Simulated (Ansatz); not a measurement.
KCl (Fm-3m): refractive index against wavelength

The refractive index of KCl (Fm-3m) below the direct gap (5.19 eV on the mesh) is read from one computed spectrum, n = √(Re ε).

Cell: a, b, c = 4.450, 4.450, 4.450 Å (primitive vectors), 2 atoms.

Method: Ansatz 0.2.0, PBE, independent particles, k-mesh 10×10×10 with interpolation inside its cells, Gaussian parameter 0.1 eV.

Launch of the response step: `ansatz run input.yaml --threads 4 --pin off --max-ram 8192MiB --backend cpu --events-out ev --progress --plain --runs-dir out`. The run took 3 s, on 4 threads of AMD EPYC 9R45 96-Core Processor (Zen 5), with other jobs on the host.

| wavelength (nm) | photon energy E (eV) | n |
| --- | --- | --- |
| 850 | 1.459 | 1.6140 |
| 700 | 1.771 | 1.6197 |
| 633 | 1.959 | ? |
| 532 | 2.331 | 1.6333 |
| 450 | 2.755 | 1.6469 |
| 405 | 3.061 | 1.6590 |
| 365 | 3.397 | 1.6748 |

In the single-oscillator model n² − 1 = E₀E_d/(E₀² − E²), so 1/(n² − 1) = E₀/E_d − E²/(E₀E_d) is linear in E².

Working, on the rows shown:

| x = E² (eV²) | y = 1/(n² − 1) |
| --- | --- |
| 2.12762 | 0.623055 |
| 3.13716 | 0.61598 |
| 5.43137 | 0.599639 |
| 7.59115 | 0.584017 |
| 9.37179 | 0.570685 |
| 11.5384 | 0.55403 |

Means: x̄ = 6.5329, ȳ = 0.59123. Σ(x − x̄)(y − ȳ) = -0.4857, Σ(x − x̄)² = 66.39. Slope = -0.4857 / 66.39 = -0.007316; intercept = ȳ − slope · x̄ = 0.63903. Turned back into n, the line misses the rows shown by at most 0.00057.

Task: Predict the last column of the withheld row from the fit.

Result: At x = 3.8364 the line gives y = 0.61096, that is 1.6238. The run gave 1.6237, so the interpolation is off by 0.00011, 0.2 % of the range in the table.

Refitted with all rows, the slope is -0.00732 and the intercept 0.63907. These give E₀ = √(intercept/−slope) = 9.34 eV and E_d = E₀/intercept = 14.6 eV; E₀ is 1.8 times the direct gap. The electronic limit at long wavelengths, without lattice vibrations, is n = √(1 + 1/intercept) = 1.601. Excitons are left out and so are local fields; PBE gaps are as a rule too small.
